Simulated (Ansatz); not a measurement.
# Ge wire along [110], 42 atoms a period, H-terminated: bands by functional and under strain

Aim: is the Ge wire along [110], 42 atoms a period, H-terminated a metal or a semiconductor?

Calculated with Ansatz 0.2.0; DFT PBE, plane waves, PAW; relaxation of a wire's period; PAW set soft_1, in the first sound run; inputs show where later runs differ.

## (1) The structure

The cell holds 62 atoms: 42 Ge and 20 H. Cell: a = 24.441 Å, b = 25.639 Å, c = 4.073 Å, α = 90.0°, β = 90.0°, γ = 90.0°. Vacuum lies along a and b. The structure's axis is c.

## (2) The relaxed wire

Band widths follow the bond lengths, so the wire is relaxed first. The atoms and the third cell vector are free; the box across stays fixed as vacuum. A Fermi-Dirac smearing is set since the result may be a metal. The pressure printed is a third of the stress's trace over the whole box, vacuum included; only the stress along the axis is relaxed.

File input.yaml:

```yaml
crystal:
  lattice:
    - [24.441, 0.0, 0.0]
    - [0.0, 25.639, 0.0]
    - [0.0, 0.0, 4.0729350596]
  atoms:
    - { symbol: Ge, position: [0.175961148, 0.420575578, 0.0] }
    - { symbol: H, position: [0.198027904, 0.708540681, 0.0] }
    - { symbol: Ge, position: [0.234878541, 0.34114707, 0.0] }
    - { symbol: Ge, position: [0.234878541, 0.500004087, 0.0] }
    - { symbol: Ge, position: [0.41163072, 0.420575578, 0.0] }
    - { symbol: Ge, position: [0.41163072, 0.738289613, 0.0] }
    - { symbol: H, position: [0.433697476, 0.867397698, 0.0] }
    - { symbol: Ge, position: [0.470548113, 0.34114707, 0.0] }
    - { symbol: Ge, position: [0.470548113, 0.182290053, 0.0] }
    - { symbol: Ge, position: [0.470548113, 0.500004087, 0.0] }
    - { symbol: Ge, position: [0.647300291, 0.420575578, 0.0] }
    - { symbol: Ge, position: [0.647300291, 0.738289613, 0.0] }
    - { symbol: H, position: [0.684150928, 0.212038985, 0.0] }
    - { symbol: Ge, position: [0.706217684, 0.34114707, 0.0] }
    - { symbol: Ge, position: [0.706217684, 0.500004087, 0.0] }
    - { symbol: H, position: [0.860903107, 0.420575578, 0.187268604] }
    - { symbol: H, position: [0.860903107, 0.579432595, 0.187268604] }
    - { symbol: H, position: [0.139110511, 0.420575578, 0.312731396] }
    - { symbol: H, position: [0.139110511, 0.579432595, 0.312731396] }
    - { symbol: Ge, position: [0.293795934, 0.34114707, 0.5] }
    - { symbol: Ge, position: [0.293795934, 0.658861104, 0.5] }
    - { symbol: Ge, position: [0.293795934, 0.500004087, 0.5] }
    - { symbol: H, position: [0.31586269, 0.212038985, 0.5] }
    - { symbol: H, position: [0.31586269, 0.787969189, 0.5] }
    - { symbol: Ge, position: [0.352713327, 0.261718561, 0.5] }
    - { symbol: Ge, position: [0.352713327, 0.420575578, 0.5] }
    - { symbol: Ge, position: [0.352713327, 0.579432595, 0.5] }
    - { symbol: Ge, position: [0.352713327, 0.738289613, 0.5] }
    - { symbol: Ge, position: [0.529465506, 0.34114707, 0.5] }
    - { symbol: Ge, position: [0.529465506, 0.182290053, 0.5] }
    - { symbol: Ge, position: [0.529465506, 0.658861104, 0.5] }
    - { symbol: Ge, position: [0.529465506, 0.500004087, 0.5] }
    - { symbol: Ge, position: [0.529465506, 0.817718121, 0.5] }
    - { symbol: H, position: [0.566316143, 0.132610476, 0.5] }
    - { symbol: H, position: [0.566316143, 0.867397698, 0.5] }
    - { symbol: Ge, position: [0.588382898, 0.261718561, 0.5] }
    - { symbol: Ge, position: [0.588382898, 0.420575578, 0.5] }
    - { symbol: Ge, position: [0.588382898, 0.579432595, 0.5] }
    - { symbol: Ge, position: [0.588382898, 0.738289613, 0.5] }
    - { symbol: Ge, position: [0.765135077, 0.34114707, 0.5] }
    - { symbol: Ge, position: [0.765135077, 0.658861104, 0.5] }
    - { symbol: Ge, position: [0.765135077, 0.500004087, 0.5] }
    - { symbol: H, position: [0.801985714, 0.291467493, 0.5] }
    - { symbol: H, position: [0.801985714, 0.708540681, 0.5] }
    - { symbol: Ge, position: [0.82405247, 0.420575578, 0.5] }
    - { symbol: Ge, position: [0.82405247, 0.579432595, 0.5] }
    - { symbol: H, position: [0.139110511, 0.420575578, 0.687268604] }
    - { symbol: H, position: [0.139110511, 0.579432595, 0.687268604] }
    - { symbol: H, position: [0.860903107, 0.420575578, 0.812731396] }
    - { symbol: H, position: [0.860903107, 0.579432595, 0.812731396] }
    - { symbol: Ge, position: [0.175961148, 0.579432595, 0.0] }
    - { symbol: H, position: [0.198027904, 0.291467493, 0.0] }
    - { symbol: Ge, position: [0.234878541, 0.658861104, 0.0] }
    - { symbol: Ge, position: [0.41163072, 0.261718561, 0.0] }
    - { symbol: Ge, position: [0.41163072, 0.579432595, 0.0] }
    - { symbol: H, position: [0.433697476, 0.132610476, 0.0] }
    - { symbol: Ge, position: [0.470548113, 0.658861104, 0.0] }
    - { symbol: Ge, position: [0.470548113, 0.817718121, 0.0] }
    - { symbol: Ge, position: [0.647300291, 0.261718561, 0.0] }
    - { symbol: Ge, position: [0.647300291, 0.579432595, 0.0] }
    - { symbol: H, position: [0.684150928, 0.787969189, 0.0] }
    - { symbol: Ge, position: [0.706217684, 0.658861104, 0.0] }
kpoints:
  mp_grid: { grid: [1, 1, 20] }
scf:
  occupations: { method: fermi_dirac, width: 0.05 }
hamiltonian:
  xc: pbe
  pseudopotentials: { kind: paw, azcp: { folder: soft_1 } }
relax:
  cell: { fix: [a, b, alpha, beta, gamma] }
  max_steps: 45
  f_tol: 0.03
```

Started as:

```sh
$ ansatz run input.yaml --threads 16 --pin off --max-ram 61440MiB --backend cuda --events-out ev --progress --plain --runs-dir out --max-vram 78GiB
```

Numbers of over 12 decimals in the logs are rounded to 6 here.

The program printed:

```text
Engine: ansatz 0.2.0, aarch64-unknown-linux-gnu
Pseudopotentials: kind: paw
Pseudopotential: Ge, paw, valence charge 14, recommended cutoff 420 eV (normal), soft_1/Ge.paw.azcp
Pseudopotential: H, paw, valence charge 1, recommended cutoff 420 eV (normal), soft_1/H.paw.azcp
Functional definition: PBE
  parameter kappa = 0.804
  parameter beta = 0.066725
  exchange = pbe_x(kappa = kappa, mu = beta*pi^2/3)
  correlation = pbe_c(beta = beta)
[...]
Crystal: 62 atoms, lattice volume = 2552.275 Å³
Basis set: ecut = 420 eV, 49861 PW (Γ), exchange–correlation on 360×360×60 points (8 copies of the dense FFT grid, shifted against one another)
Bands: 366, of which v1, the nominal top of the filled ones, is band 304 counted from 1 (303 counted from 0)
Symmetry: 8 space group operations
Space group: Pmma (ITA 51), of the structure as read, at distance tolerance 1.4e-4 Å
k-points: 11 of 20
Non-local potential: Ge, projectors of the file, l = 0: 2, l = 1: 2, l = 2: 3, l = 3: 1
Non-local potential: H, projectors of the file, l = 0: 2, l = 1: 1
PAW form: soft (Blöchl's): semilocal exchange-correlation on the pseudo side does not see the compensation charge
PAW one-centre angular grid: Ge, 590 points (default); XC on 64 Gauss nodes
PAW one-centre angular grid: H, 110 points (default); XC on 64 Gauss nodes
Initial density: superposition of atomic densities (neutral atoms: chi_scale 0, normalization atom)
Initial wavefunctions: pseudopotential atomic-orbital guess
[...]
Functional: x = pbe(κ = 0.804, μ = 0.219515), c = pbe(β = 0.066725)
SCF iter   1: F=—  HF=-180706.841412 eV  |F-HF|=—  |Δ(HF+E_count)|=         —  Δρ=3.23e-2  dr2=2.26e1  ethr=3.10e-3  ⟨swp⟩=6.0  Hψ=14804  notcnv=0  defer=137
preconditioner: auto → Resta (q_TF=auto, 2.148 Å⁻¹)  ε∞=1.7  [insulator: Δε(μ)=0.726 eV  Ē_g=21.752 eV  σ=0.050 eV  W_gap=1.00  n_scr=462 (ndim 8)  ℏωp=18.1 eV  f_vac=0.514  D(μ)=0.00/eV (n_scr^D=0)  ε∞_Penn≈1.7  vacuum switching on, ρ_ref=3.4e-2 e/Å³]
SCF iter   2: F=—  HF=-180702.759263 eV  |F-HF|=—  |Δ(HF+E_count)|=    4.08e0  Δρ=1.50e-2  dr2=6.67e0  ethr=3.10e-3  ⟨swp⟩=2.6  Hψ=5410  notcnv=0  defer=533
[...]
SCF iter  13: F=-180701.596723 eV  HF=-180701.596723 eV  |F-HF|=5.82e-9  |Δ(HF+E_count)|=   3.44e-8  Δρ=6.06e-7  dr2=1.59e-8  ethr=1.64e-11  ⟨swp⟩=4.0  Hψ=8854  notcnv=0
SCF 1 converged in 13 iterations: F = -180701.596723 eV  dr2 = 1.59e-8
  greatest PAW one-centre occupation: 0.998 electrons in one spin orbital (limit 2), on the Ge atom at site 45 (counted from 0), in its partial waves of l = 2
relax step   1: F+E_penalty+E_count = -180701.59672328 eV  Δ(F+E_penalty+E_count) = +0.000e0 eV  max|allowed force component| = 3.214e-1 eV/Å  Δτ_max = 0.0000 Å  P = -0.257 GPa  Ω = 2552.275 Å³  fix = [a, b, alpha, beta, gamma]  reactions: a -0.445, b -0.480 GPa  (13 SCF iters, dr2 threshold 1.00e-7 eV, accepted)
[...]
Crystal: 62 atoms, lattice volume = 2608.449 Å³
Basis set: ecut = 420 eV, 50817 PW (Γ), exchange–correlation on 360×360×60 points (8 copies of the dense FFT grid, shifted against one another)
[...]
iter 1 solved again at ethr=1.71e-4 eV; its pass at ethr=3.10e-3 eV (dr2=1.04e0 eV) is discarded
SCF iter   1: F=—  HF=-180701.769911 eV  |F-HF|=—  |Δ(HF+E_count)|=         —  Δρ=8.59e-3  dr2=1.05e0  ethr=1.71e-4  ⟨swp⟩=7.1  Hψ=19155  notcnv=0  defer=1
preconditioner: auto → Resta (q_TF=auto, 2.140 Å⁻¹)  ε∞=1.7  [insulator: Δε(μ)=0.917 eV  Ē_g=21.825 eV  σ=0.050 eV  W_gap=1.00  n_scr=458 (ndim 8)  ℏωp=17.9 eV  f_vac=0.556  D(μ)=0.00/eV (n_scr^D=0)  ε∞_Penn≈1.7  vacuum switching on, ρ_ref=3.5e-2 e/Å³]
SCF iter   2: F=—  HF=-180701.704145 eV  |F-HF|=—  |Δ(HF+E_count)|=   6.58e-2  Δρ=3.88e-3  dr2=5.42e-1  ethr=1.71e-4  ⟨swp⟩=6.5  Hψ=6504  notcnv=0  defer=100
[...]
SCF iter   9: F=-180701.652180 eV  HF=-180701.652180 eV  |F-HF|=4.60e-7  |Δ(HF+E_count)|=   3.87e-6  Δρ=7.04e-6  dr2=1.65e-6  ethr=1.02e-9  ⟨swp⟩=4.0  Hψ=11478  notcnv=0
SCF 2 converged in 9 iterations: F = -180701.652180 eV  dr2 = 1.65e-6
relax step   2: F+E_penalty+E_count = -180701.65217991 eV  Δ(F+E_penalty+E_count) = -5.546e-2 eV  max|allowed force component| = 2.705e-1 eV/Å  Δτ_max = 0.1571 Å  P = -0.065 GPa  Ω = 2608.449 Å³  energy of the carried Pulay correction = -8.100e-3 eV  fix = [a, b, alpha, beta, gamma]  reactions: a +0.092, b +0.095 GPa  (9 SCF iters, dr2 threshold 6.20e-6 eV, accepted)
[...]
relax step   3: F+E_penalty+E_count = -180701.79512089 eV  Δ(F+E_penalty+E_count) = -1.429e-1 eV  max|allowed force component| = 4.559e-2 eV/Å  Δτ_max = 0.0695 Å  P = -0.044 GPa  Ω = 2578.752 Å³  energy of the carried Pulay correction = -3.840e-3 eV  fix = [a, b, alpha, beta, gamma]  reactions: a -0.034, b -0.036 GPa  (8 SCF iters, dr2 threshold 4.57e-6 eV, accepted)
[...]
relax step   4: F+E_penalty+E_count = -180701.79731972 eV  Δ(F+E_penalty+E_count) = -2.199e-3 eV  max|allowed force component| = 1.014e-2 eV/Å  Δτ_max = 0.0043 Å  P = -0.007 GPa  Ω = 2576.211 Å³  energy of the carried Pulay correction = -3.473e-3 eV  fix = [a, b, alpha, beta, gamma]  reactions: a -0.008, b -0.005 GPa  (7 SCF iters, dr2 threshold 1.30e-7 eV, accepted)
[...]
relax step   5: F+E_penalty+E_count = -180701.80096985 eV  Δ(F+E_penalty+E_count) = -3.650e-3 eV  max|allowed force component| = 1.041e-2 eV/Å  Δτ_max = 0.0000 Å  P = -0.005 GPa  Ω = 2576.211 Å³  fix = [a, b, alpha, beta, gamma]  reactions: a -0.007, b -0.004 GPa  stress off target by 4.24e-3 GPa on what of the cell is left free  SCF on the basis re-selected at this cell (its energy is not comparable with the rows above)  (8 SCF iters)
[...]
- { symbol: H, position: [0.201178, 0.707063, 0] }
    - { symbol: Ge, position: [0.237714, 0.342753, 0] }
    - { symbol: Ge, position: [0.236725, 0.500000, 0] }
    - { symbol: Ge, position: [0.411921, 0.420760, 0] }
    - { symbol: Ge, position: [0.412238, 0.737507, 0] }
    - { symbol: H, position: [0.434596, 0.864880, 0] }
    - { symbol: Ge, position: [0.470845, 0.341550, 0] }
    - { symbol: Ge, position: [0.471712, 0.184520, 0] }
    - { symbol: Ge, position: [0.470828, 0.500000, 0] }
    - { symbol: Ge, position: [0.646387, 0.420719, 0] }
    - { symbol: Ge, position: [0.645087, 0.736118, 0] }
    - { symbol: H, position: [0.681917, 0.214211, 0] }
    - { symbol: Ge, position: [0.705015, 0.341686, 0] }
    - { symbol: Ge, position: [0.705091, 0.500000, 0] }
    - { symbol: H, position: [0.858990, 0.420955, 0.202002] }
    - { symbol: H, position: [0.858990, 0.579045, 0.202002] }
    - { symbol: H, position: [0.141010, 0.420955, 0.297998] }
    - { symbol: H, position: [0.141010, 0.579045, 0.297998] }
    - { symbol: Ge, position: [0.294985, 0.341686, 0.5] }
    - { symbol: Ge, position: [0.294985, 0.658314, 0.5] }
    - { symbol: Ge, position: [0.294909, 0.500000, 0.5] }
    - { symbol: H, position: [0.318083, 0.214211, 0.5] }
    - { symbol: H, position: [0.318083, 0.785789, 0.5] }
    - { symbol: Ge, position: [0.354913, 0.263882, 0.5] }
    - { symbol: Ge, position: [0.353613, 0.420719, 0.5] }
    - { symbol: Ge, position: [0.353613, 0.579281, 0.5] }
    - { symbol: Ge, position: [0.354913, 0.736118, 0.5] }
    - { symbol: Ge, position: [0.529155, 0.341550, 0.5] }
    - { symbol: Ge, position: [0.528288, 0.184520, 0.5] }
    - { symbol: Ge, position: [0.529155, 0.658450, 0.5] }
    - { symbol: Ge, position: [0.529172, 0.500000, 0.5] }
    - { symbol: Ge, position: [0.528288, 0.815480, 0.5] }
    - { symbol: H, position: [0.565404, 0.135120, 0.5] }
    - { symbol: H, position: [0.565404, 0.864880, 0.5] }
    - { symbol: Ge, position: [0.587762, 0.262493, 0.5] }
    - { symbol: Ge, position: [0.588079, 0.420760, 0.5] }
    - { symbol: Ge, position: [0.588079, 0.579240, 0.5] }
    - { symbol: Ge, position: [0.587762, 0.737507, 0.5] }
    - { symbol: Ge, position: [0.762286, 0.342753, 0.5] }
    - { symbol: Ge, position: [0.762286, 0.657247, 0.5] }
    - { symbol: Ge, position: [0.763275, 0.500000, 0.5] }
    - { symbol: H, position: [0.798822, 0.292937, 0.5] }
    - { symbol: H, position: [0.798822, 0.707063, 0.5] }
    - { symbol: Ge, position: [0.820717, 0.420904, 0.5] }
    - { symbol: Ge, position: [0.820717, 0.579096, 0.5] }
    - { symbol: H, position: [0.141010, 0.420955, 0.702002] }
    - { symbol: H, position: [0.141010, 0.579045, 0.702002] }
    - { symbol: H, position: [0.858990, 0.420955, 0.797998] }
    - { symbol: H, position: [0.858990, 0.579045, 0.797998] }
    - { symbol: Ge, position: [0.179283, 0.579096, 0] }
    - { symbol: H, position: [0.201178, 0.292937, 0] }
    - { symbol: Ge, position: [0.237714, 0.657247, 0] }
    - { symbol: Ge, position: [0.412238, 0.262493, 0] }
    - { symbol: Ge, position: [0.411921, 0.579240, 0] }
    - { symbol: H, position: [0.434596, 0.135120, 0] }
    - { symbol: Ge, position: [0.470845, 0.658450, 0] }
    - { symbol: Ge, position: [0.471712, 0.815480, 0] }
    - { symbol: Ge, position: [0.645087, 0.263882, 0] }
    - { symbol: Ge, position: [0.646387, 0.579281, 0] }
    - { symbol: H, position: [0.681917, 0.785789, 0] }
    - { symbol: Ge, position: [0.705015, 0.658314, 0] }
```

Wall time 15 s (1 × NVIDIA GB200 with 16 threads of Arm Neoverse V2, shared host); peak memory 1.9 GiB; 99 s of CPU time.

Step by step:

```
step  energy less that of the first step (eV)  largest force component (eV/Å)  pressure (GPa)  volume (Å³)
   1                                   0.0000                          0.3214           -0.26      2552.28
   2                                  -0.0555                          0.2705           -0.06      2608.45
   3                                  -0.1984                          0.0456           -0.04      2578.75
   4                                  -0.2006                          0.0101           -0.01      2576.21
   5                                  -0.2042                          0.0104           -0.01      2576.21
```

Forces are held to the 8 operations that the run works with; a distortion that breaks them can't arise in this run.

```
cell as run  before  after  change
      c (Å)   4.073  4.111  +0.9 %
```

The atoms that moved most (Å, along periodic axes as changes of fractional coordinates times the final cell, across vacuum about the mean position):

```
atom      dx      dy     dz  length
  H2   0.077  -0.038  0.000   0.086
 H52   0.077   0.038  0.000   0.086
 H44  -0.077  -0.038  0.000   0.086
 H43  -0.077   0.038  0.000   0.086
 Ge1   0.081   0.009  0.000   0.082
Ge51   0.081  -0.009  0.000   0.082
Ge45  -0.081   0.009  0.000   0.082
Ge46  -0.081  -0.009  0.000   0.082
```

Numbers from this step:

- cell length along the wire: 4.111 Å

The cell's length comes to 4.111 Å with spin left out.

[end of part 1 of 2]

[Logs are printed without paths, hosts, clocks, repeated set-up lines and the standing remarks that a program may print on its own settings, such as how far it seeks lower states.]

[Hosts, paths, dates, database ids (printed as entryN), source tags and the programs' standing remarks are cut or masked in the printed files.]
